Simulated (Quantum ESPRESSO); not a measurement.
# Collinear magnetic orders of Fe with Quantum ESPRESSO, part 2 of 2

Wanted: the moments of Fe and the energy of each order that was tried.

Quantum ESPRESSO 7.5; PBEsol; plane waves with GBRV 1.5 PBEsol potentials, no spin-orbit coupling.

So far, absolute magnetization (μB): step 2 (run 1, typed as ferro +) 2.42.

The database entry behind the starting cell differs from later determinations by our own check (about 0.2 % short), so it need not match the best structure at ambient conditions.

### Step 3. Run 2, typed as antiferro q=(1/2,1/2,1/2) +− (continued)

Spin moment in the atom's sphere by atom:

```
atom  spin moment in the atom's sphere (μB)
 Fe1                                   1.80
 Fe2                                  -1.80
```

Numbers from this step:

| Quantity | Value |
| --- | --- |
| smearing term TS | 0.1855 eV |
| magnetization | 0 μB |
| absolute magnetization | 3.738 μB |
| final state | antiferromagnetic |

### Step 4. Run 3, typed as antiferro q=(0,0,1/2) +−

This order needs a doubled cell of 2 atoms.

pw.in

```
&CONTROL
  calculation = 'scf'
  prefix = 'pwscf'
  outdir = './tmp'
  pseudo_dir = './pseudo'
  disk_io = 'nowf'
/
&SYSTEM
  ibrav = 0
  nat = 2
  ntyp = 2
  ecutwfc = 40
  ecutrho = 280
  nbnd = 23
  occupations = 'smearing'
  smearing = 'fd'
  degauss = 0.00734986
  nspin = 2
  starting_magnetization(1) = 0.175
  starting_magnetization(2) = -0.175
/
&ELECTRONS
  conv_thr = 4d-09
  electron_maxstep = 150
  mixing_beta = 0.3
/
ATOMIC_SPECIES
Fe1    55.8450 fe_pbesol_v1.5.uspp.F.UPF
Fe2    55.8450 fe_pbesol_v1.5.uspp.F.UPF
CELL_PARAMETERS angstrom
  -1.4302400000    1.4302400000    1.4302400000
   1.4302400000   -1.4302400000    1.4302400000
   2.8604800000    2.8604800000   -2.8604800000
ATOMIC_POSITIONS crystal
Fe1     0.0000000000    0.0000000000    0.0000000000
Fe2     0.0000000000    0.0000000000    0.5000000000
K_POINTS automatic
12 12 6 0 0 0
```

Run with:

```bash
$ OMP_NUM_THREADS=1 mpirun -n 4 pw.x -nk 4 -in pw.in > pw.out
```

What it wrote:

```text
     [... lines left out ...]
Program PWSCF v.7.5 starts
     [... lines left out ...]
     number of atoms/cell      =            2
     [... lines left out ...]
     number of electrons       =        32.00
     number of Kohn-Sham states=           23
     kinetic-energy cutoff     =      40.0000  Ry
     charge density cutoff     =     280.0000  Ry
     scf convergence threshold =      4.0E-09
     [... lines left out ...]
      8 Sym. Ops., with inversion, found
     [... lines left out ...]
     number of k points=   154  Fermi-Dirac smearing, width (Ry)=  0.0073
     [... lines left out ...]
     iteration # 15     ecut=    40.00 Ry     beta= 0.30
     [... lines left out ...]
     Magnetic moment per site  (integrated on atomic sphere of radius R)
     atom   1 (R=0.413)  charge= 14.4020  magn=  2.1291
     atom   2 (R=0.413)  charge= 14.4020  magn= -2.1291
     [... lines left out ...]
     the Fermi energy is    17.7288 ev
!    total energy              =    -500.35888453 Ry
     estimated scf accuracy    <          1.2E-10 Ry
     smearing contrib. (-TS)   =      -0.00744104 Ry
     [... lines left out ...]
     total magnetization       =    -0.00 Bohr mag/cell
     absolute magnetization    =     4.39 Bohr mag/cell
     convergence has been achieved in  15 iterations
```

Run time: 18 s. Hardware: 4 MPI ranks of Arm Neoverse V2, shared host; peak memory 0.32 GiB; 71 s of CPU time.

Spin moment in the atom's sphere by atom:

```
atom  spin moment in the atom's sphere (μB)
 Fe1                                   2.13
 Fe2                                  -2.13
```

This step gave:

```yaml
smearing_term_ts: 0.1012 eV
magnetization: 0 μB
absolute_magnetization: 4.395 μB
final_state: antiferromagnetic
```

### Step 5. Run 4, typed as no spin polarisation

pw.in

```
&CONTROL
  calculation = 'scf'
  prefix = 'pwscf'
  outdir = './tmp'
  pseudo_dir = './pseudo'
  disk_io = 'nowf'
/
&SYSTEM
  ibrav = 0
  nat = 1
  ntyp = 1
  ecutwfc = 40
  ecutrho = 280
  nbnd = 14
  occupations = 'smearing'
  smearing = 'fd'
  degauss = 0.00734986
/
&ELECTRONS
  conv_thr = 2d-09
  electron_maxstep = 150
  mixing_beta = 0.3
/
ATOMIC_SPECIES
Fe     55.8450 fe_pbesol_v1.5.uspp.F.UPF
CELL_PARAMETERS angstrom
  -1.4302400000    1.4302400000    1.4302400000
   1.4302400000   -1.4302400000    1.4302400000
   1.4302400000    1.4302400000   -1.4302400000
ATOMIC_POSITIONS crystal
Fe      0.0000000000    0.0000000000    0.0000000000
K_POINTS automatic
12 12 12 0 0 0
```

What it wrote:

```text
     [... lines left out ...]
Program PWSCF v.7.5 starts
     [... lines left out ...]
     number of atoms/cell      =            1
     [... lines left out ...]
     number of electrons       =        16.00
     number of Kohn-Sham states=           14
     kinetic-energy cutoff     =      40.0000  Ry
     charge density cutoff     =     280.0000  Ry
     scf convergence threshold =      2.0E-09
     [... lines left out ...]
     48 Sym. Ops., with inversion, found
     [... lines left out ...]
     number of k points=    72  Fermi-Dirac smearing, width (Ry)=  0.0073
     [... lines left out ...]
     iteration #  9     ecut=    40.00 Ry     beta= 0.30
     [... lines left out ...]
     the Fermi energy is    17.4727 ev
!    total energy              =    -250.15642203 Ry
     estimated scf accuracy    <          1.3E-10 Ry
     smearing contrib. (-TS)   =      -0.00886315 Ry
     [... lines left out ...]
     convergence has been achieved in   9 iterations
```

Elapsed: 1.5 s, on 4 MPI ranks; peak memory 0.05 GiB; 5.6 s of CPU time.

This step gave:

```
smearing term TS : 0.1206 eV
final state      : non-magnetic (no spin polarisation)
```

### Step 6. Ranking

An order is kept where moments of 0.15 μB or more survive with the typed signs; meshes match where a doubled cell samples the same k points as the first cell.

Orders:

```csv
start,final state,typed order kept,energy over the lowest (meV a seeded atom),largest site moment (μB),net moment (μB a cell of the first run),mesh matched,CPU time (s)
ferro +,ferromagnetic,yes,0,2.348,2.301,yes,9.81
"antiferro q=(1/2,1/2,1/2) +-",antiferromagnetic,yes,445,1.803,7.73e-4,yes,43.37
"antiferro q=(0,0,1/2) +-",antiferromagnetic,yes,221,2.129,0,yes,71.12
no spin polarisation,non-magnetic,-,534.2,0,0,yes,5.63
```

### Step 7. Couplings from the energies

E = −Σ J e·e over ordered pairs of unit vectors, so each pair counts twice. As many shells are taken as there are differences of energy, so the couplings are solved for and no residual tests the model; further shells are folded in, and shells whose pairs keep their relative signs in all orders cancel and are not probed. Couplings from the energies:

```
 pair  distance (Å)  neighbours an atom  J (meV)
Fe-Fe         2.477                   8    27.81
Fe-Fe          2.86                   6  -0.1931
```

### Step 8. Results

| Property | Result |
| --- | --- |
| lowest state found | ferromagnetic (from ferro +) |
| largest site moment | 2.35 μB |
| next state with moments | antiferromagnetic, 221 meV a seeded atom higher |
| state without moments | 534 meV a seeded atom higher |
| J of the weightiest shell (Fe-Fe, 2.48 Å; E = −Σ J e·e, ordered pairs) | 27.8 meV |

The largest moment changes by 23 % between the kept orders, so a model of rigid spins is rough here. Only these 4 starts were compared; other wavevectors, canted and longer-period orders were not. Energies are free energies at an electronic temperature of 1160 K, which lowers moments and differences where the moments are itinerant.

[Logs and program files are shortened in this print: banners, set-up blocks, solver, clock and traceback lines can be left out without a mark of their own.]

[Logs are printed without paths, hosts, clocks, repeated set-up lines and the standing remarks that a program may print on its own settings, such as how far it seeks lower states.]

[Hosts, paths, dates, database ids (printed as entryN), source tags and the programs' standing remarks are cut or masked in the printed files.]

[Where a cell is said to come from a database of computed structures, the database is the Materials Project.]
